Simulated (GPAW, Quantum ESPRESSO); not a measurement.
# K K-edge XANES of K (Im-3m), part 2 of 4

Aim: the K K edge of K (Im-3m) by two routes, a Lanczos recursion (XSpectra) and a sum over empty bands (GPAW), to see which features are robust.

Quantum ESPRESSO 7.5 and GPAW 26.7.0; core-hole supercells, plane-wave PAW LDA.

So far. Step 2 (Ground state of the crystal (Quantum ESPRESSO)): The mesh shows no gap, so the system is treated as a metal and the core electron is put at the Fermi level (neutral cell). Step 3 (Spectrum without a core hole, K atom 1 (Quantum …): Main maxima below 30 eV (height): 1.2 eV (0.79), 7.5 eV (2.22), 12.3 eV (1.26), 13.9 eV (1.17), 18.7 eV (1.48), 25.8 eV (1.18) and 26.8 eV (1.15). A K edge sees empty p states on the absorber.

The database entry behind the starting cell lists a temperature near 5 K, so it need not match the best structure at ambient conditions.

### Step 6. The atom with a core hole (Quantum ESPRESSO)

Level of this step: all-electron atom with a core hole and its PAW potential, LDA, scalar-relativistic (Quantum ESPRESSO).

The final state has one core electron fewer, so a PAW data set is made for an atom with that hole.

File K.lda-spn-kjpaw-1sch.ld1.in:

```
&input
   title='K', zed=19., rel=1, iswitch=3, dft='PZ',
   config='1s1 2s2 2p6 3s2 3p6 4s2 4p0 3d-1'
/
&inputp
   file_pseudopw='K.lda-spn-kjpaw-1sch.UPF', author='',
   lpaw=.true.,
   pseudotype=3,
   lloc=-1,
   rcloc=1.5,
   which_augfun='PSQ',
   rmatch_augfun_nc=.true.,
   nlcc=.true.,
   new_core_ps=.true.,
   rcore=1.0,
   tm=.true.,
   zval=10,
   lgipaw_reconstruction=.true., use_paw_as_gipaw=.true.
/
6
3S  1  0  2.00  0.00  1.20  1.30  0.0
4S  2  0  2.00  0.00  1.20  1.30  0.0
3P  2  1  6.00  0.00  1.40  1.60  0.0
4P  3  1  0.00  0.00  1.40  1.60  0.0
3D  3  2  0.00  0.05  1.20  1.70  0.0
3D  3  2  0.00  1.00  1.20  1.70  0.0
```

Command:

```
$ ld1.x < K.lda-spn-kjpaw-1sch.ld1.in > K.lda-spn-kjpaw-1sch.ld1.out
```

The program printed:

```text
     [... banner and references ...]
PAW data will be used for GIPAW calculation
     --------------------------- All-electron run ----------------------------

     K
     scalar relativistic calculation

     atomic number is 19.00
     dft =PZ   lsd =0 sic =0 latt =0  beta=0.20 tr2=1.0E-14
     Exchange-correlation= PZ
                           (   1   1   0   0   0   0   0)
     mesh =1165 r(mesh) = 100.03909 a.u. xmin = -7.00 dx = 0.01250
     1 Ry =  13.60569312 eV, c = 137.03599908

     n l     nl                  e(Ry)          e(Ha)          e(eV)
     1 0     1S 1( 1.00)      -273.5519      -136.7759     -3721.8631
     2 0     2S 1( 2.00)       -29.3944       -14.6972      -399.9318
     2 1     2P 1( 6.00)       -24.6021       -12.3011      -334.7288
[...]
final scf error:  6.8E-15 reached in  24 iterations

     Etot =    -935.527622 Ry,    -467.763811 Ha,  -12728.501734 eV

     Ekin =     939.304070 Ry,     469.652035 Ha,   12779.882925 eV
     Encl =   -2274.303236 Ry,   -1137.151618 Ha,  -30943.471893 eV
     Eh   =     453.086827 Ry,     226.543413 Ha,    6164.560319 eV
     Exc  =     -53.615283 Ry,     -26.807641 Ha,    -729.473085 eV

     normalization and overlap integrals

     s(1S/1S) =  1.000000  <r> =   0.0800  <r2> =    0.0086  r(max) =   0.0526
     s(1S/2S) = -0.001658
     s(1S/3S) = -0.000583
     s(1S/4S) = -0.000163
     s(2S/2S) =  1.000000  <r> =   0.3734  <r2> =    0.1651  r(max) =   0.3067
[...]
s(2P/2P) =  1.000000  <r> =   0.3297  <r2> =    0.1344  r(max) =   0.2480
     s(2P/3P) = -0.000256
     s(2P/4P) = -0.000056
     s(3S/3S) =  1.000000  <r> =   1.1785  <r2> =    1.6054  r(max) =   1.0056
[...]
Etot =    -935.527622 Ry,    -467.763811 Ha,  -12728.501734 eV

     Ekin =     939.304070 Ry,     469.652035 Ha,   12779.882925 eV
     Encl =   -2274.303236 Ry,   -1137.151618 Ha,  -30943.471893 eV
     Eh   =     453.086827 Ry,     226.543413 Ha,    6164.560319 eV
     Exc  =     -53.615283 Ry,     -26.807641 Ha,    -729.473085 eV

     normalization and overlap integrals

[...]
s(2S/4S) = -0.000089
     s(2P/2P) =  1.000000  <r> =   0.3297  <r2> =    0.1344  r(max) =   0.2480
     s(2P/3P) = -0.000256
     s(2P/4P) = -0.000056
     s(3S/3S) =  1.000000  <r> =   1.1785  <r2> =    1.6054  r(max) =   1.0056
     s(3S/4S) = -0.000048
     s(3P/3P) =  1.000000  <r> =   1.2730  <r2> =    1.9160  r(max) =   1.0440
     s(3P/4P) = -0.000031
     s(4S/4S) =  1.000000  <r> =   4.0234  <r2> =   18.5907  r(max) =   3.3806
     s(4P/4P) =  1.000000  <r> =   5.2998  <r2> =   32.6341  r(max) =   4.3408

     ------------------------ End of All-electron run ------------------------

     ---------------------- Testing the pseudopotential ----------------------

     K
     scalar relativistic calculation

     atomic number is 19.00   valence charge is 10.00
     dft = SLA  PZ   NOGX NOGC   lsd =0 sic =0 latt =0  beta=0.20 tr2=1.0E-14
     mesh =1165 r(mesh) = 100.03909 xmin = -7.00 dx = 0.01250

     n l     nl             e AE (Ry)        e PS (Ry)    De AE-PS (Ry)
[...]
2 1     3P   1( 6.00)       -2.07823       -2.07820       -0.00002
     3 1     4P   1( 0.00)       -0.11045       -0.11045       -0.00000

     eps = 5.0E-16  iter =  4

     Etot =    -935.527622 Ry,    -467.763811 Ha,  -12728.501734 eV
     Etotps =  -114.838506 Ry,     -57.419253 Ha,   -1562.457474 eV

     Ekin =      89.151048 Ry,      44.575524 Ha,    1212.961797 eV
     Encl =    -206.899816 Ry,    -103.449908 Ha,   -2815.015405 eV
     Ehrt =      56.525621 Ry,      28.262811 Ha,     769.070256 eV
     Ecxc =     -53.615359 Ry,     -26.807680 Ha,    -729.474122 eV
     (Ecc =      -1.267585 Ry,      -0.633793 Ha,     -17.246379 eV)

     ---------------------- End of pseudopotential test ----------------------
```

The job ended after 0.72 s (1 MPI rank of Arm Neoverse V1, shared host; peak memory 0.12 GiB).

Removing the core electron and adding it to the valence shell costs the free atom 3613.5 eV.

### Step 7. Supercell with XCH, K atom 1 (Quantum ESPRESSO)

The holes are 7.4 Å apart. The excited electron is kept in the cell, where it fills the lowest empty states and screens the hole.

File scf.in:

```
&control
   calculation='scf', prefix='x', pseudo_dir='../pp', outdir='tmp', tprnfor=.true.
/
&system
   ibrav=0, nat=4, ntyp=2, nbnd=23
   ecutwfc=46, ecutrho=310
   occupations='smearing', smearing='mv', degauss=0.015
/
&electrons
   conv_thr=4.0e-08, electron_maxstep=120
   mixing_beta=0.5
/
ATOMIC_SPECIES
K0 1.0 K.lda-spn-kjpaw-1sch.UPF
K 1.0 K.lda-spn-kjpaw.UPF
CELL_PARAMETERS angstrom
  5.22500000 -5.22500000 0.00000000
  5.22500000 0.00000000 -5.22500000
  5.22500000 0.00000000 5.22500000
ATOMIC_POSITIONS crystal
K0   0.00000000 0.00000000 0.00000000
K    0.00000000 0.50000000 0.50000000
K    0.50000000 0.75000000 0.25000000
K    0.50000000 0.25000000 0.75000000
K_POINTS automatic
5 5 5 0 0 0
```

Command:

```
$ OMP_NUM_THREADS=1 mpirun --oversubscribe --bind-to none -np 4 pw.x -nk 4 -in scf.in > scf.out
```

The program printed:

```text
     [... banner and references ...]
[banner, memory and clock lines left out]
using ibrav=0 with symmetry is DISCOURAGED, use correct ibrav instead

     G-vector sticks info

     bravais-lattice index     =            0
     lattice parameter (alat)  =      13.9637  a.u.
     unit-cell volume          =    1925.2427 (a.u.)^3
     number of atoms/cell      =            4
     number of atomic types    =            2
     number of electrons       =        37.00
     number of Kohn-Sham states=           23
     kinetic-energy cutoff     =      46.0000  Ry
     charge density cutoff     =     310.0000  Ry
     scf convergence threshold =      4.0E-08
     mixing beta               =       0.5000
     number of iterations used =            8  plain     mixing
     Exchange-correlation= SLA  PZ   NOGX NOGC
                           (   1   1   0   0   0   0   0)

     celldm(1)=  13.963689  celldm(2)=   0.000000  celldm(3)=   0.000000
     celldm(4)=   0.000000  celldm(5)=   0.000000  celldm(6)=   0.000000

     crystal axes: (cart. coord. in units of alat)
               a(1) = (   0.707107  -0.707107   0.000000 )
               a(2) = (   0.707107   0.000000  -0.707107 )
               a(3) = (   0.707107   0.000000   0.707107 )

     reciprocal axes: (cart. coord. in units 2 pi/alat)
               b(1) = (  0.000000 -1.414214  0.000000 )
               b(2) = (  0.707107  0.707107 -0.707107 )
               b(3) = (  0.707107  0.707107  0.707107 )

     ../pp/K.lda-spn-kjpaw-1sch.UPF
     Pseudo is Projector augmented-wave + core cor, Zval = 10.0
     Shape of augmentation charge: PSQ
[...]
k = 0.4243 0.4243 0.1414 ( 10142 PWs)   bands (ev):

[...]
k =-0.1414-0.1414-0.4243 ( 10150 PWs)   bands (ev):

[...]
k = 0.0000 0.0000-0.2828 ( 10137 PWs)   bands (ev):

[...]
k = 0.5657 0.5657-0.0000 ( 10157 PWs)   bands (ev):

[...]
k = 0.0000 0.0000-0.5657 ( 10166 PWs)   bands (ev):

[...]
0.1542   1.2432   1.7744   1.8599   2.2159   2.2159   2.7341

          k = 0.5657 0.2828-0.0000 ( 10162 PWs)   bands (ev):

   -39.9119 -30.0128 -29.8675 -29.8674 -22.7650 -22.7649 -22.7649 -13.6901
   -13.6885 -13.6871 -13.5498 -13.5455 -13.5429 -13.5403 -13.5384 -13.5375
     0.3237   1.1455   1.3925   1.6060   2.5145   2.5493   2.7104

     the Fermi energy is     1.7167 ev

!    total energy              =    -444.55801074 Ry
     total all-electron energy =     -4539.222126 Ry
     estimated scf accuracy    <       0.00000001 Ry
     smearing contrib. (-TS)   =      -0.00094676 Ry
     internal energy E=F+TS    =    -444.55706397 Ry

     The total energy is F=E-TS. E is the sum of the following terms:
     one-electron contribution =    -154.98549375 Ry
     hartree contribution      =      80.52698760 Ry
     xc contribution           =     -44.76575917 Ry
     ewald contribution        =    -126.28449748 Ry
     one-center paw contrib.   =    -199.04830117 Ry

     convergence has been achieved in   6 iterations

     Forces acting on atoms (cartesian axes, Ry/au):

     atom    1 type  1   force =     0.00000000    0.00000000    0.00000000
     atom    2 type  2   force =    -0.00000000   -0.00000000   -0.00000000
     atom    3 type  2   force =     0.00000000   -0.00000000    0.00000000
     atom    4 type  2   force =     0.00000000   -0.00000000   -0.00000000

     Total force =     0.000000     Total SCF correction =     0.000000

     XML data file, charge density, pseudopotentials, collected wavefunctions
```

The job ended after 18 s (4 MPI ranks; peak memory 0.28 GiB).

Energy with the hole: -61759.263 eV, cores included.

### Step 8. Spectrum with XCH, K atom 1 (Quantum ESPRESSO)

The Lanczos recursion gives the spectrum without computing empty bands; each polarisation needs a run of its own on the full k mesh. xe0 is set between filled and empty states, and states below it are cut, here at the Fermi level, which holds the excited electron. The file of filecore holds the core orbital, taken from the hole-free data set.

File xspectra.in:

```
&input_xspectra
   calculation='xanes_dipole', edge='K'
   prefix='x', outdir='tmp', xiabs=1, xe0=1.7167
   xonly_plot=.false., x_save_file='xanes.sav'
   xniter=3000, xcheck_conv=20, xerror=0.005
   xcoordcrys=.false., xepsilon(1)=1, xepsilon(2)=0, xepsilon(3)=0
/
&plot
   xnepoint=413, xemin=-10, xemax=45, terminator=.true., cut_occ_states=.true.
   xgamma=0.4
/
&pseudos
   filecore='../K.wfc'
/
&cut_occ
   cut_desmooth=0.1, cut_stepl=0.05, cut_stepu=0.05, cut_ierror=1e-5
/
6 6 6 0 0 0
```

Command:

```
$ OMP_NUM_THREADS=1 mpirun --oversubscribe --bind-to none -np 4 xspectra.x -nk 4 -in xspectra.in > xspectra.out
```

The program printed:

```text
     [... banner and references ...]
Reading input_file

     calculation: xanes_dipole

     xepsilon  [cartesian coordinates]:   1.000000   0.000000   0.000000

     xonly_plot: FALSE
        => complete calculation: Lanczos + spectrum plot

     filecore (core-wavefunction file): ../K.wfc

     main plot parameters:
        cut_occ_states: TRUE
        gamma_mode:  constant
        -> using xgamma [eV]:  0.40
        xemin [eV]: -10.00
        xemax [eV]:  45.00
        xnepoint:  413
        xe0 [eV]:   1.716700 (energy zero read in input file)

     WARNING: variable ef_r is obsolete

                      Reading SCF save directory: x.save

     tmp/x.save/

     Exchange-correlation= PZ
                           (   1   1   0   0   0   0   0)

     G-vector sticks info

                           Getting the Fermi energy

     From SCF save directory:
        ehomo [eV]:    2.0758 (highest occupied level)
        elumo [eV]:    2.1118 (lowest occupied level)
        ef    [eV]:    2.0758

     -> ef (in eV) will be written in x_save_file

                           Energy zero of the spectrum

     -> ef will NOT be used as energy zero of the spectrum
       (because xe0 read in input file)

     G-vector sticks info

     bravais-lattice index     =            0
     lattice parameter (alat)  =      13.9637  a.u.
     unit-cell volume          =    1925.2427 (a.u.)^3
     number of atoms/cell      =            4
     number of atomic types    =            2
     number of electrons       =        37.00
     number of Kohn-Sham states=           23
     kinetic-energy cutoff     =      46.0000  Ry
     charge density cutoff     =     310.0000  Ry
     Exchange-correlation= PZ
                           (   1   1   0   0   0   0   0)

     celldm(1)=  13.963689  celldm(2)=   0.000000  celldm(3)=   0.000000
     celldm(4)=   0.000000  celldm(5)=   0.000000  celldm(6)=   0.000000

     crystal axes: (cart. coord. in units of alat)
               a(1) = (   0.707107  -0.707107   0.000000 )
               a(2) = (   0.707107   0.000000  -0.707107 )
               a(3) = (   0.707107   0.000000   0.707107 )

     reciprocal axes: (cart. coord. in units 2 pi/alat)
               b(1) = (  0.000000 -1.414214  0.000000 )
               b(2) = (  0.707107  0.707107 -0.707107 )
               b(3) = (  0.707107  0.707107  0.707107 )

     ../pp/K.lda-spn-kjpaw-1sch.UPF
     Pseudo is Projector augmented-wave + core cor, Zval = 10.0
     Shape of augmentation charge: PSQ
     Using radial grid of 1165 points,  6 beta functions with:
                l(1) =   0
                l(2) =   0
                l(3) =   1
                l(4) =   1
                l(5) =   2
[...]
Q(r) pseudized with 0 coefficients

     ../pp/K.lda-spn-kjpaw.UPF
     Pseudo is Projector augmented-wave + core cor, Zval =  9.0
     Shape of augmentation charge: PSQ
     Using radial grid of 1165 points,  6 beta functions with:
[...]
l(4) =   1
                l(5) =   2
                l(6) =   2
     Q(r) pseudized with 0 coefficients

     atomic species   valence    mass     pseudopotential
     K0               10.00     1.00000     K ( 1.00)
     K                 9.00     1.00000     K ( 1.00)

     48 Sym. Ops., with inversion, found

   Cartesian axes

     site n.     atom                  positions (alat units)
         1        K0     tau(   1) = (   0.0000000   0.0000000   0.0000000  )
         2        K      tau(   2) = (   0.7071068   0.0000000   0.0000000  )
         3        K      tau(   3) = (   1.0606602  -0.3535534  -0.3535534  )
         4        K      tau(   4) = (   1.0606602  -0.3535534   0.3535534  )

     number of k points=   216  Marzari-Vanderbilt smearing, width (Ry)=  0.0150

     Number of k-points >= 100: set verbosity='high' to print them.

     Dense  grid:   177663 G-vectors     FFT dimensions: (  80,  80,  80)

     Smooth grid:    81211 G-vectors     FFT dimensions: (  64,  64,  64)

     The potential is recalculated from file :
     tmp/x.save/charge-density

     Starting wfcs are   32 atomic wfcs
     Checking if some PAW data can be deallocated...

               Reading core wavefunction file for the absorbing atom

     ../K.wfc successfully read

                              Attributing the PAW radii
                     for the absorbing atom [units: Bohr radius]

        PAW proj 1: r_paw(l= 0)= 1.95  (1.5*r_cut)
        PAW proj 2: r_paw(l= 0)= 1.95  (1.5*r_cut)
        PAW proj 3: r_paw(l= 1)= 2.40  (1.5*r_cut)
        PAW proj 4: r_paw(l= 1)= 2.40  (1.5*r_cut)
        PAW proj 5: r_paw(l= 2)= 2.55  (1.5*r_cut)
        PAW proj 6: r_paw(l= 2)= 2.55  (1.5*r_cut)

        NB: The calculation will not necessary use all these r_paw values.
            - For a edge in the electric-dipole approximation,
              only the r_paw(l=1) values are used.
            - For a K edge in the electric-quadrupole approximation,
              only the r_paw(l=2) values are used.

            - For a L2 or L3 edge in the electric-quadrupole approximation,

              all projectors (s, p and d) are used.

                          Starting XANES calculation
                     in the electric dipole approximation

     Method of calculation based on the Lanczos recursion algorithm
        - STEP 1: Construction of a kpoint-dependent Lanczos basis,
          in which the Hamiltonian is tridiagonal (each 'iter'
          corresponds to the calculation of one more Lanczos vector)
        - STEP 2: Calculation of the cross-section as a continued fraction
          averaged over the k-points.

     ... Begin STEP 1 ...

        Radial transition matrix element(s) used in the calculation of the
        initial vector of the Lanczos basis (|tilde{phi}_abs> normalized)
        | For PAW proj. (l=1) #1: radial matrix element =   0.018187903
        | For PAW proj. (l=1) #2: radial matrix element =   0.022567882

NB: the    54 k-point are not all listed below because npool=  4
        |-------------------------------------------------------------
        ! k-point #     1:  ( 0.0000,  0.0000,  0.0000),  0.0093,   1
        |-------------------------------------------------------------
 okvan= T
        |   Norm of the initial Lanczos vector: 0.14573870E-01
        |   Estimated error at iter     20:   1.01443080
        |   Estimated error at iter     40:   0.38674916
        |   Estimated error at iter     60:   0.29409201
        |   Estimated error at iter     80:   0.39502837
        |   Estimated error at iter    100:   0.18616223
[...]
!   => CONVERGED at iter    200 with error=  0.00410576
        |-------------------------------------------------------------
        ! k-point #     2:  ( 0.1179,  0.1179,  0.1179),  0.0093,   1
        |-------------------------------------------------------------
 okvan= T
        |   Norm of the initial Lanczos vector: 0.14575010E-01
[...]
!   => CONVERGED at iter    580 with error=  0.00473364
        |-------------------------------------------------------------
     [... 51 further k-points ...]
        ! k-point #    54:  ( 0.8250,  0.5893,  0.3536),  0.0093,   1
        |-------------------------------------------------------------
 okvan= T
        |   Norm of the initial Lanczos vector: 0.14584764E-01
[...]
|   Estimated error at iter    500:   0.01183394
        |   Estimated error at iter    520:   0.01390148
        |   Estimated error at iter    540:   0.01087017
        !   => CONVERGED at iter    560 with error=  0.00471278

     Results of STEP 1 successfully written in x_save_file
     x_save_file name:
     ->  xanes.sav
     x_save_file version:  2

     ... End STEP 1 ...

     ... Begin STEP 2 ...

     The spectrum is calculated using the following parameters:
        xe0 [eV]:    1.7167
        the occupied states are elimintate from the spectrum
        xemin [eV]: -10.00
        xemax [eV]:  45.00
        xnepoint:  413
        constant broadening parameter [eV]:    0.400
        Core level energy [eV]:  -3608.
         (from electron binding energy of neutral atoms in X-ray data booklet)

     Cross-section successfully written in xanes.dat

     ... End STEP 2 ...

                                END JOB XSpectra
```

Run time: 3.4 min. Hardware: 4 MPI ranks; peak memory 0.22 GiB.

The K K spectrum, K atom 1, excited-electron core hole (neutral cell) (energy from the energy zero of the input (xe0, at the border of filled and empty states); intensity scaled to a mean of 1 over the first 20 eV; the points at xe0, where the cut of filled states can leave a spike, are interpolated):

```
E (eV)  intensity
  -2.0       0.06
  -1.0       0.12
   0.0       0.52
   1.0       1.28
   2.0       0.49
   3.0       0.83
   4.0       0.99
   5.0       0.86
   6.0       1.19
   7.0       1.88
   8.0       0.94
   9.0       0.81
  10.0       0.75
  11.0       0.88
  12.0       1.02
  13.0       0.99
  14.0       1.03
  15.0       0.90
  16.0       0.97
  17.0       1.16
  18.0       1.26
  19.0       1.01
  20.0       0.89
  21.0       0.81
  22.0       0.88
  23.0       0.96
  24.0       0.97
  25.0       0.93
  26.0       0.95
  27.0       0.98
  28.0       0.73
  29.0       0.71
  30.0       0.82
  31.0       1.06
  32.0       1.23
```

Main maxima below 30 eV (height): 0.9 eV (1.30), 3.6 eV (1.13), 6.7 eV (2.19), 12.2 eV (1.04), 14.2 eV (1.07) and 17.8 eV (1.27). 

The total-energy difference is 3613.12 eV. One term is added: -19.73 eV, since the hole is spin-paired here and a spin-polarised one costs that much less in the free atom (computed apart). The photon energy is then 3593.39 eV. The tabulated edge of the element is 3608.4 eV. The functional leaves an error in such absolute values: in the free atom LDA prices this hole 11.1 eV below PBE (computed apart), and PBE is itself good to a few eV.

[end of part 2 of 4]

[Banner, clock and machine lines of the logs are left out without a mark of their own.]

[Logs are printed without paths, hosts, clocks, repeated set-up lines and the standing remarks that a program may print on its own settings, such as how far it seeks lower states.]

[Hosts, paths, dates, database ids (printed as entryN), source tags and the programs' standing remarks are cut or masked in the printed files.]

[Lists of maxima count a maximum above −3 eV only where it reaches 4 % of the highest in the window and stands out from its surroundings by 2 % of it (1.5 % where it reaches 55 %); shoulders and weaker maxima are passed over, and of the rest the first, up to two pre-edge ones and the few strongest are named.]
